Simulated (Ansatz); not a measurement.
# Electron scattering at the Σ3 (112) boundary in fcc Ag

Wanted: what the Σ3 (112) boundary in fcc Ag costs an interconnect.

Main program and level: Ansatz 0.2.0; Ansatz plane-wave DFT, PBE, PAW files; relaxation of a bicrystal slab with its lowest layers held; PAW set soft_1, in the first sound run; inputs show where later runs differ.

Report form: the programs' logs are mostly left out.

### Step 1. The structure

The cell holds 23 atoms: 23 Ag. Its edges and angles: a = 2.889 Å, b = 7.078 Å, c = 30.184 Å, α = 90.0°, β = 90.0°, γ = 90.0°. It derives from Ag. built on the (1 1 2) plane; 2 overlapping atoms removed and the grains opened by 0 Å. Vacuum lies along c.

### Step 2. Relaxing the bicrystal

The boundary is built by mirroring the lower grain in the boundary plane and removing any atoms that overlap. A thin bicrystal slab is relaxed first, with the lowest layers held and the upper grain free to shift and open.

input.yaml

```yaml
crystal:
  lattice:
    - [2.8893797293, 0.0, 0.0]
    - [0.0, 7.0775060099, 0.0]
    - [0.0, 0.0, 30.1841178906]
  atoms:
    - { symbol: Ag, position: [2.0e-10, 0.3333333334, 0.1656500289] }
    - { symbol: Ag, position: [0.5000000002, 0.0, 0.1932835044] }
    - { symbol: Ag, position: [1.0e-10, 0.6666666667, 0.2209169799] }
    - { symbol: Ag, position: [0.5000000001, 0.3333333334, 0.2485504554] }
    - { symbol: Ag, position: [1.0e-10, 0.0, 0.2761839309] }
    - { symbol: Ag, position: [0.5000000001, 0.6666666667, 0.3038174064] }
    - { symbol: Ag, position: [1.0e-10, 0.3333333334, 0.3314508819] }
    - { symbol: Ag, position: [0.5000000001, 0.0, 0.3590843574] }
    - { symbol: Ag, position: [0.0, 0.6666666667, 0.3867178329] }
    - { symbol: Ag, position: [0.5, 0.3333333333, 0.4143513084] }
    - { symbol: Ag, position: [0.0, 0.0, 0.4419847839] }
    - { symbol: Ag, position: [0.0, 0.6666666667, 0.4972517349] }
    - { symbol: Ag, position: [0.5000000001, 0.0, 0.5248852104] }
    - { symbol: Ag, position: [1.0e-10, 0.3333333334, 0.5525186859] }
    - { symbol: Ag, position: [0.5000000001, 0.6666666667, 0.5801521614] }
    - { symbol: Ag, position: [1.0e-10, 0.0, 0.6077856369] }
    - { symbol: Ag, position: [0.5000000001, 0.3333333334, 0.6354191124] }
    - { symbol: Ag, position: [1.0e-10, 0.6666666667, 0.6630525879] }
    - { symbol: Ag, position: [0.5000000002, 0.0, 0.6906860634] }
    - { symbol: Ag, position: [2.0e-10, 0.3333333334, 0.7183195389] }
    - { symbol: Ag, position: [0.5000000002, 0.6666666667, 0.7459530144] }
    - { symbol: Ag, position: [2.0e-10, 1.0e-10, 0.7735864899] }
    - { symbol: Ag, position: [0.5000000002, 0.3333333334, 0.8012199654] }
kpoints:
  mp_grid: { grid: [8, 4, 1] }
hamiltonian:
  xc: pbe
  pseudopotentials: { kind: paw, azcp: { folder: soft_1 } }
scf:
  occupations: { method: fermi_dirac, width: 0.1 }
relax:
  f_tol: 0.03
  max_steps: 80
  constraints: [{ sites: [0, 1, 2, 3] }]
```

Started as:

```bash
ansatz run input.yaml --threads 8 --pin off --max-ram 15360MiB --backend cpu --events-out ev --progress --plain --runs-dir out
```

Elapsed: 5.4 min, on 8 threads of Intel Xeon at 2.60GHz (Ice Lake), shared host; peak memory 6 GiB; 42 min of CPU time.

Relaxation path:

```
step  energy less that of the first step (eV)  largest force component (eV/Å)
   1                                   0.0000                          0.4956
   2                                  -0.2540                          0.2835
   3                                  -0.3865                          0.1415
   4                                  -0.4265                          0.0339
   5                                  -0.4390                          0.0717
   6                                  -0.4547                          0.0595
   7                                  -0.4717                          0.0313
   8                                  -0.4830                          0.0551
   9                                  -0.4898                          0.0643
  10                                  -0.4930                          0.0539
  11                                  -0.4973                          0.0434
  12                                  -0.5000                          0.0350
  13                                  -0.5055                          0.0688
  14                                  -0.5117                          0.0819
  15                                  -0.5179                          0.0842
  16                                  -0.5218                          0.0177
  17                                  -0.5218                          0.0177
  18                                  -0.5227                          0.0212
```

The run keeps the 2 symmetry operations that it works with, so distortions that break them were not tested.

The atoms that moved most (Å):

```
atom     dx      dy      dz  length
Ag12  0.000  -1.716  -0.260   1.735
Ag13  0.000  -1.683  -0.401   1.730
Ag14  0.000  -1.686  -0.268   1.707
Ag15  0.000  -1.652  -0.247   1.670
Ag16  0.000  -1.643  -0.264   1.664
Ag17  0.000  -1.622  -0.200   1.634
Ag18  0.000  -1.593  -0.186   1.604
Ag19  0.000  -1.583  -0.178   1.593
```

Numbers from this step:

* free energy: -174581.4337 eV
* energy at zero smearing: -174581.3174 eV
* Fermi energy: 9.405 eV

The largest force component on a free atom ends at 0.021 eV/Å, under the tolerance of 0.03, after 18 steps.

### Step 3. Transmission across the boundary

Bulk layers of each grain are laid under and over the relaxed boundary, and a lead is named in the middle of each, away from the free faces. The mesh across the current, 22×10, is finer than the density's, because channels open and close sharply across the zone. Energies from -0.1 to 0.1 eV in steps of 0.05 eV are too few for the program's thermal sum, so it prints no conductance; for a metal the transmission near the Fermi level serves, at a fraction of the cost.

This step: Ansatz plane-wave DFT, PBE, PAW files; ballistic transport by layer matching (Landauer), zero bias; boundary relaxed in a short slab, bulk layers laid on; PAW set soft_1 (Ansatz 0.2.0).

System of this step: Σ3 (112) boundary in fcc Ag. The cell holds 52 atoms: 52 Ag. Its edges and angles: a = 2.889 Å, b = 7.078 Å, c = 51.172 Å, α = 90.0°, β = 90.0°, γ = 90.0°. It derives from Ag. Regions: lower grain, 21 atoms (21 Ag); boundary, 14 atoms (14 Ag); upper grain, 17 atoms (17 Ag). Vacuum lies along c.

input.yaml

```yaml
crystal:
  lattice:
    - [2.8893797293, 0.0, 0.0]
    - [0.0, 7.0775060099, 0.0]
    - [0.0, 0.0, 51.1724659931]
  atoms:
    - { symbol: Ag, position: [-13.9999999996, 9.3333333335, 0.0781670362] }
    - { symbol: Ag, position: [-13.4999999997, 9.0000000002, 0.0944666627] }
    - { symbol: Ag, position: [-12.9999999997, 8.6666666668, 0.1107662891] }
    - { symbol: Ag, position: [-12.4999999997, 8.3333333335, 0.1270659156] }
    - { symbol: Ag, position: [-11.9999999997, 8.0000000001, 0.1433655421] }
    - { symbol: Ag, position: [-11.4999999997, 7.6666666668, 0.1596651686] }
    - { symbol: Ag, position: [-10.9999999997, 7.3333333335, 0.1759647951] }
    - { symbol: Ag, position: [-10.4999999998, 7.0000000001, 0.1922644216] }
[... 40 atom lines left out ...]
    - { symbol: Ag, position: [-10.4999999998, 6.7708419664, 0.8729340844] }
    - { symbol: Ag, position: [-10.9999999997, 7.1041752998, 0.8892337109] }
    - { symbol: Ag, position: [-11.4999999997, 7.4375086331, 0.9055333373] }
    - { symbol: Ag, position: [-11.9999999997, 7.7708419664, 0.9218329638] }
kpoints:
  mp_grid: { grid: [9, 4, 1] }
hamiltonian:
  xc: pbe
  pseudopotentials: { kind: paw, azcp: { folder: soft_1 } }
scf:
  occupations: { method: fermi_dirac, width: 0.1 }
output:
  transmission:
    leads: [[11, 12], [42, 43]]
    kmesh: [22, 10]
    e_range: [-0.1, 0.1]
    de: 0.05
  write_potential: true
  write_density: true
  volumetric_format: npy
  elf: true
```

Wall time 6.3 min (8 threads); peak memory 12 GiB; 46 min of CPU time.

Numbers from this step:

```yaml
free_energy: -394709.2008 eV
energy_at_zero_smearing: -394708.9715 eV
fermi_energy: 14.00 eV
cell_area: 20.45 Å²
transmission_per_spin_nearest_the_fermi_level: 2.014
open_channels_per_spin_nearest_the_fermi_level: 2.323
open_channels_per_spin_upper_lead: 2.323
step_of_the_lead_s_potential: 12.1 meV
step_of_the_upper_lead_s_potential: 12.9 meV
```

Per spin. Transmission, zone mean against energy, zero at the Fermi level:

```
energy (eV)  transmission, zone mean
    -0.1000                     2.00
    -0.0500                     2.01
     0.0000                     2.01
     0.0500                     2.01
     0.1000                     2.01
```

Per spin. Open channels, zone mean, lead = upper lead against energy, zero at the Fermi level:

```
energy (eV)  open channels, zone mean, lead = upper lead
    -0.1000                                         2.27
    -0.0500                                         2.29
     0.0000                                         2.32
     0.0500                                         2.31
     0.1000                                         2.31
```

Transmission over k1 and k2. At 0.0000 eV from the Fermi level.

Ten even steps from '_' (0.03) to '@' (2.90):
```
--****************++::::::++****************
==**************##%%##**##%%##**************
==--**********@@@@@@@@@@@@@@@@@@**********--
==----****@@@@@@@@@@@@@@@@@@@@@@@@@@****----
==------@@@@@@@@@@@@@@@@@@@@@@@@@@@@@@------
==----****@@@@@@@@@@@@@@@@@@@@@@@@@@****----
==--**********@@@@@@@@@@@@@@@@@@**********--
==**************##%%##**##%%##**************
--****************++::::::++****************
__****************--......--****************
```
Columns: k1 (b1) from -0.5 to 0.455; rows upwards: k2 (b2) from -0.5 to 0.4.

Open channels over k1 and k2. At 0.0000 eV from the Fermi level.

Ten even steps from '0' (1.00) to '9' (3.00):
```
5555555559555955555555
5555555599999995555555
5055559999999999955550
5055599999999999995550
5009999999999999999900
5055599999999999995550
5055559999999999955550
5555555599999995555555
5555555559555955555555
5555555555555555555555
```
Columns: k1 (b1) from -0.5 to 0.455; rows upwards: k2 (b2) from -0.5 to 0.4.

Valence density in the cb plane at fractional x = 0.000, with atoms of Ag within 0.2 Å of it. It is the smooth field of the valence electrons, not physical close to the nuclei.

Values in e/Å³, 10 rows by 16 columns, each cell a mean:
```
 0  0  0  0  0  0  0  0  0  0  0  0  0  0  0  0
 0  2  7  0  0  0  3  7  0  0  0  3  6  0  0  0
 0  4 11  0  0  0  4 10  0  0  0  5 10  0  0  0
 0  0  1  0  0  0  1  1  0  0  0  1  1  0  0  0
 0  0  0  3  2  0  0  0  3  2  0  0  0  0  0  0
 0  0  0 10  7  0  0  0 11  6  0  0  0  0  0  0
 0  0  0  3  2  0  0  0  3  2  0  0  0  0  0  0
 1  0  0  0  0  1  0  0  0  0  1  0  0  0  0  0
12  2  0  0  1 12  2  0  0  1 12  1  0  0  0  0
 8  1  0  0  1  8  1  0  0  1  8  1  0  0  0  0
```
Columns run along c (16.0 Å, from fractional 0.69 to 1.00 of the cell), rows up along b (7.1 Å). Atoms in or near the plane, at fractional coordinates: Ag at (0.69, 0.10), Ag at (0.73, 0.77), Ag at (0.76, 0.44), Ag at (0.79, 0.10), Ag at (0.82, 0.77), Ag at (0.86, 0.44), Ag at (0.89, 0.10), Ag at (0.92, 0.77).

Electrostatic potential energy in the cb plane at fractional x = 0.000, with atoms of Ag within 0.2 Å of it. With pseudopotentials it is smooth inside the atoms' cores, unlike the true potential.

Values in eV, 10 rows by 16 columns, each cell a mean:
```
 10  12  10  16  16  10  12  10  16  16  10  12  11  17  18  18
 16  -1  -9  12  15  15  -2  -8  13  15  15  -3  -7  14  18  18
 15  -3  -6  10  15  15  -4  -6  11  15  15  -4  -6  13  18  18
 17  10   3  13  15  17   9   3  14  15  17   9   5  17  18  18
 16  16  15  -4   1  16  16  14  -5   2  16  16  17  18  18  18
 15  15  13  -5  -5  15  15  12  -5  -5  15  15  17  18  18  18
 15  16  16  -3   1  15  16  15  -4   2  15  16  18  18  18  18
  1  12  17  15  12   1  13  17  15  12   1  13  18  18  18  18
 -5   0  15  15   5  -5   2  15  15   3  -5   4  18  18  18  18
-10   3  16  16   8 -10   5  16  16   6 -10   6  17  18  18  18
```
Columns run along c (16.0 Å, from fractional 0.69 to 1.00 of the cell; values clipped at the 3rd and 97th percentile), rows up along b (7.1 Å). Atoms in or near the plane, at fractional coordinates: Ag at (0.69, 0.10), Ag at (0.73, 0.77), Ag at (0.76, 0.44), Ag at (0.79, 0.10), Ag at (0.82, 0.77), Ag at (0.86, 0.44), Ag at (0.89, 0.10), Ag at (0.92, 0.77).

ELF in the cb plane at fractional x = 0.000, with atoms of Ag within 0.2 Å of it. It is the smooth field of the valence electrons, not physical close to the nuclei.

Ten even steps from '0' (0.00) to '9' (0.82), each cell a mean:
```
23222222221122232222222111222221222111000000
22222332211122222223322112222222333211000000
22224554322222222345542222222223555321100000
22235786422222222468753222222225786421100000
22235896422222222469853222211225797421100000
22224565322222222356542222211124565421100000
21122333222222112233322222211122343211100000
11122222222222112222222222211122222211000000
22222222245432122222223454211122222111000000
22222222367752222222224676422222222110000000
22222222469853222222235897422222221100000000
22222222357642222222224675322222211100000000
22222212234432222221123443222222211100000000
22222111222222222211122222122222211000000000
34322112222222343211122222234432211000000000
56642222222224665322222222356653211000000000
69753222222235896422222222469853211000000000
68752222222225786422221222368753211000000000
45532222222123554222222111245542111100000000
```
Columns run along c (16.0 Å, from fractional 0.69 to 1.00 of the cell), rows up along b (7.1 Å). Atoms in or near the plane, at fractional coordinates: Ag at (0.69, 0.10), Ag at (0.73, 0.77), Ag at (0.76, 0.44), Ag at (0.79, 0.10), Ag at (0.82, 0.77), Ag at (0.86, 0.44), Ag at (0.89, 0.10), Ag at (0.92, 0.77).

Over the solved energies the transmission per spin lies between 2.00 and 2.01, out of 2.30 channels of the lead on average (up to 2.32).

### Step 4. Specific resistance

This step: Ansatz plane-wave DFT, PBE, PAW files; ballistic transport by layer matching (Landauer), zero bias; specific resistance of the boundary; PAW set soft_1 (Ansatz 0.2.0).

This step gave:

| Property | Result |
| --- | --- |
| area resistance | 0.1678 fΩ m² |
| T over the leads' mean channel count | 0.8724 |

Averaged over the energies near the Fermi level, 87.2 % of the channels pass, which makes 0.168 fΩ m².

By hand, with T and the leads' channels N averaged over the energies near the Fermi level: RA = A (h/2e²)(1/T − ½[1/N₁ + 1/N₂]) = 20.45×10⁻²⁰ m² × 12 906 Ω × (1/2.007 − ½[1/2.301 + 1/2.301]) = 0.168 fΩ m².

### Step 5. Single-crystal slab for reference

The free faces cost energy too. A single-crystal slab with the same faces and held layers is relaxed, so that they cancel.

This step: Ansatz plane-wave DFT, PBE, PAW files; relaxation of a single-crystal slab with its lowest layers held; PAW set soft_1 (Ansatz 0.2.0).

System of this step: Ag slab, plane (1, 1, 2). The cell holds 24 atoms: 24 Ag. Its edges and angles: a = 2.889 Å, b = 7.078 Å, c = 30.184 Å, α = 90.0°, β = 90.0°, γ = 90.0°. It derives from Ag. Vacuum lies along c.

input.yaml

```yaml
crystal:
  lattice:
    - [2.8893797293, 0.0, 0.0]
    - [0.0, 7.0775060099, 0.0]
    - [0.0, 0.0, 30.1841178906]
  atoms:
    - { symbol: Ag, position: [0.5000000004, 0.6666666668, 0.1656500289] }
    - { symbol: Ag, position: [4.0e-10, 0.3333333334, 0.1932835044] }
    - { symbol: Ag, position: [0.5000000004, 1.0e-10, 0.2209169799] }
    - { symbol: Ag, position: [3.0e-10, 0.6666666668, 0.2485504554] }
    - { symbol: Ag, position: [0.5000000003, 0.3333333334, 0.2761839309] }
    - { symbol: Ag, position: [3.0e-10, 1.0e-10, 0.3038174064] }
    - { symbol: Ag, position: [0.5000000003, 0.6666666667, 0.3314508819] }
    - { symbol: Ag, position: [3.0e-10, 0.3333333334, 0.3590843574] }
    - { symbol: Ag, position: [0.5000000003, 1.0e-10, 0.3867178329] }
    - { symbol: Ag, position: [2.0e-10, 0.6666666667, 0.4143513084] }
    - { symbol: Ag, position: [0.5000000002, 0.3333333334, 0.4419847839] }
    - { symbol: Ag, position: [2.0e-10, 1.0e-10, 0.4696182594] }
    - { symbol: Ag, position: [0.5000000002, 0.6666666667, 0.4972517349] }
    - { symbol: Ag, position: [2.0e-10, 0.3333333334, 0.5248852104] }
    - { symbol: Ag, position: [0.5000000002, 0.0, 0.5525186859] }
    - { symbol: Ag, position: [1.0e-10, 0.6666666667, 0.5801521614] }
    - { symbol: Ag, position: [0.5000000001, 0.3333333334, 0.6077856369] }
    - { symbol: Ag, position: [1.0e-10, 0.0, 0.6354191124] }
    - { symbol: Ag, position: [0.5000000001, 0.6666666667, 0.6630525879] }
    - { symbol: Ag, position: [1.0e-10, 0.3333333334, 0.6906860634] }
    - { symbol: Ag, position: [0.5000000001, 0.0, 0.7183195389] }
    - { symbol: Ag, position: [0.0, 0.6666666667, 0.7459530144] }
    - { symbol: Ag, position: [0.5, 0.3333333333, 0.7735864899] }
    - { symbol: Ag, position: [0.0, 0.0, 0.8012199654] }
kpoints:
  mp_grid: { grid: [8, 4, 1] }
hamiltonian:
  xc: pbe
  pseudopotentials: { kind: paw, azcp: { folder: soft_1 } }
scf:
  occupations: { method: fermi_dirac, width: 0.1 }
relax:
  f_tol: 0.03
  max_steps: 80
  constraints: [{ sites: [0, 1, 2, 3] }]
```

It took 2.3 min on 8 threads; peak memory 6.3 GiB.

Relaxation path:

```
step  energy less that of the first step (eV)  largest force component (eV/Å)
   1                                   0.0000                          0.3023
   2                                  -0.0675                          0.0601
   3                                  -0.1202                          0.0505
   4                                  -0.1330                          0.0335
   5                                  -0.1372                          0.0136
   6                                  -0.1396                          0.0068
   7                                  -0.1410                          0.0097
```

The atoms that moved most (Å):

```
atom     dx      dy     dz  length
Ag22  0.000  -0.359  0.535   0.644
Ag23  0.000  -0.337  0.509   0.610
Ag21  0.000  -0.352  0.449   0.571
Ag24  0.000  -0.331  0.434   0.546
Ag20  0.000  -0.298  0.435   0.527
Ag19  0.000  -0.282  0.408   0.496
Ag18  0.000  -0.256  0.397   0.473
Ag17  0.000  -0.240  0.363   0.435
```

Final coordinates:

```xyz
24
Lattice="2.8894 0.0000 0.0000 0.0000 7.0775 0.0000 0.0000 0.0000 30.1841" Properties=species:S:1:pos:R:3
Ag    1.4447    4.7183    5.0000
Ag    0.0000    2.3592    5.8341
Ag    1.4447    0.0000    6.6682
Ag    0.0000    4.7183    7.5023
Ag    1.4447    2.3128    8.3998
Ag    0.0000   -0.0706    9.2624
Ag    1.4447    4.6270   10.0852
Ag    0.0000    2.2539   10.9706
Ag    1.4447   -0.1225   11.8287
Ag    0.0000    4.5857   12.6762
Ag    1.4447    2.2099   13.5502
Ag    0.0000   -0.1657   14.4152
Ag    1.4447    4.5389   15.2596
Ag    0.0000    2.1639   16.1282
Ag    1.4447   -0.2126   16.9951
Ag    0.0000    4.4941   17.8486
Ag    1.4447    2.1191   18.7087
Ag    0.0000   -0.2562   19.5770
Ag    1.4447    4.4359   20.4215
Ag    0.0000    2.0610   21.2824
Ag    1.4447   -0.3524   22.1312
Ag    0.0000    4.3598   23.0511
Ag    1.4447    2.0223   23.8588
Ag    0.0000   -0.3313   24.6185
```

This step gave:

```yaml
free_energy: -182172.5189 eV
energy_at_zero_smearing: -182172.4106 eV
fermi_energy: 10.03 eV
```

The largest force component on a free atom ends at 0.0097 eV/Å, under the tolerance of 0.03, after 7 steps.

### Step 6. Bulk reference

The perfect crystal gives the energy per atom, for the atoms by which bicrystal and slab differ.

This step: Ansatz plane-wave DFT, PBE, PAW files; bulk reference; PAW set soft_1 (Ansatz 0.2.0).

System of this step: Ag. It takes space group Fm-3m (No. 225, cubic). The conventional cell has a = 4.086 Å, b = 4.086 Å, c = 4.086 Å, α = 90.00°, β = 90.00°, γ = 90.00°. Nearest to Ag lie 12 Ag at 2.89 Å.

input.yaml, the sections that differ from step 5:

```yaml
crystal:
  lattice:
    - [0.0, 2.0431, 2.0431]
    - [2.0431, 0.0, 2.0431]
    - [2.0431, 2.0431, 0.0]
  atoms:
    - { symbol: Ag, position: [0.0, 0.0, 0.0] }
kpoints:
  mp_grid: { grid: [18, 18, 18] }
# hamiltonian, scf: as in step 5
# relax: removed
```

Run time: 0.38 s. Hardware: 8 threads; peak memory 0.36 GiB.

This step gave:

| Quantity | Value |
| --- | --- |
| free energy | -7590.6093 eV |
| energy at zero smearing | -7590.6055 eV |
| Fermi energy | 17.24 eV |

### Step 7. Boundary energy

This step: Ansatz plane-wave DFT, PBE, PAW files; bicrystal less single-crystal slab less bulk atoms, a boundary area; PAW set soft_1 (Ansatz 0.2.0).

Numbers from this step:

```yaml
excess_energy_of_the_cell: 0.4877 eV
boundary_energy: 0.3821 J/m²
```

The boundary costs 0.38 J/m².

By hand: 0.488 eV / 20.45 Å² × 16.02 = 0.382 J/m².

### Step 8. Summary of results

| Item | Value |
| --- | --- |
| specific resistance of the boundary | 0.168 fΩ m² |
| share of channels that pass | 0.872 |
| boundary energy | 0.382 J/m² |

What this shows: The boundary has a specific resistance of 0.17 fΩ m² and an energy of 0.38 J/m². The boundary reflects 13 % of the channels; 0.17 fΩ m² is 1.7×10⁻¹² Ω·cm². That equals the resistance of 10 nm of bulk Ag at 300 K (measured 1.629 µΩ cm, CRC Handbook of Chemistry and Physics, 84th ed., 2003, Electrical Resistivity of Pure Metals). In the relaxation the upper grain slid sideways by about 1.6 Å, so the result belongs to the position that it found, not to the starting one. One starting structure was relaxed; another shift or atom count at the boundary may lie lower.

[Logs are printed without paths, hosts, clocks, repeated set-up lines and the standing remarks that a program may print on its own settings, such as how far it seeks lower states.]

[Hosts, paths, dates, database ids (printed as entryN), source tags and the programs' standing remarks are cut or masked in the printed files.]
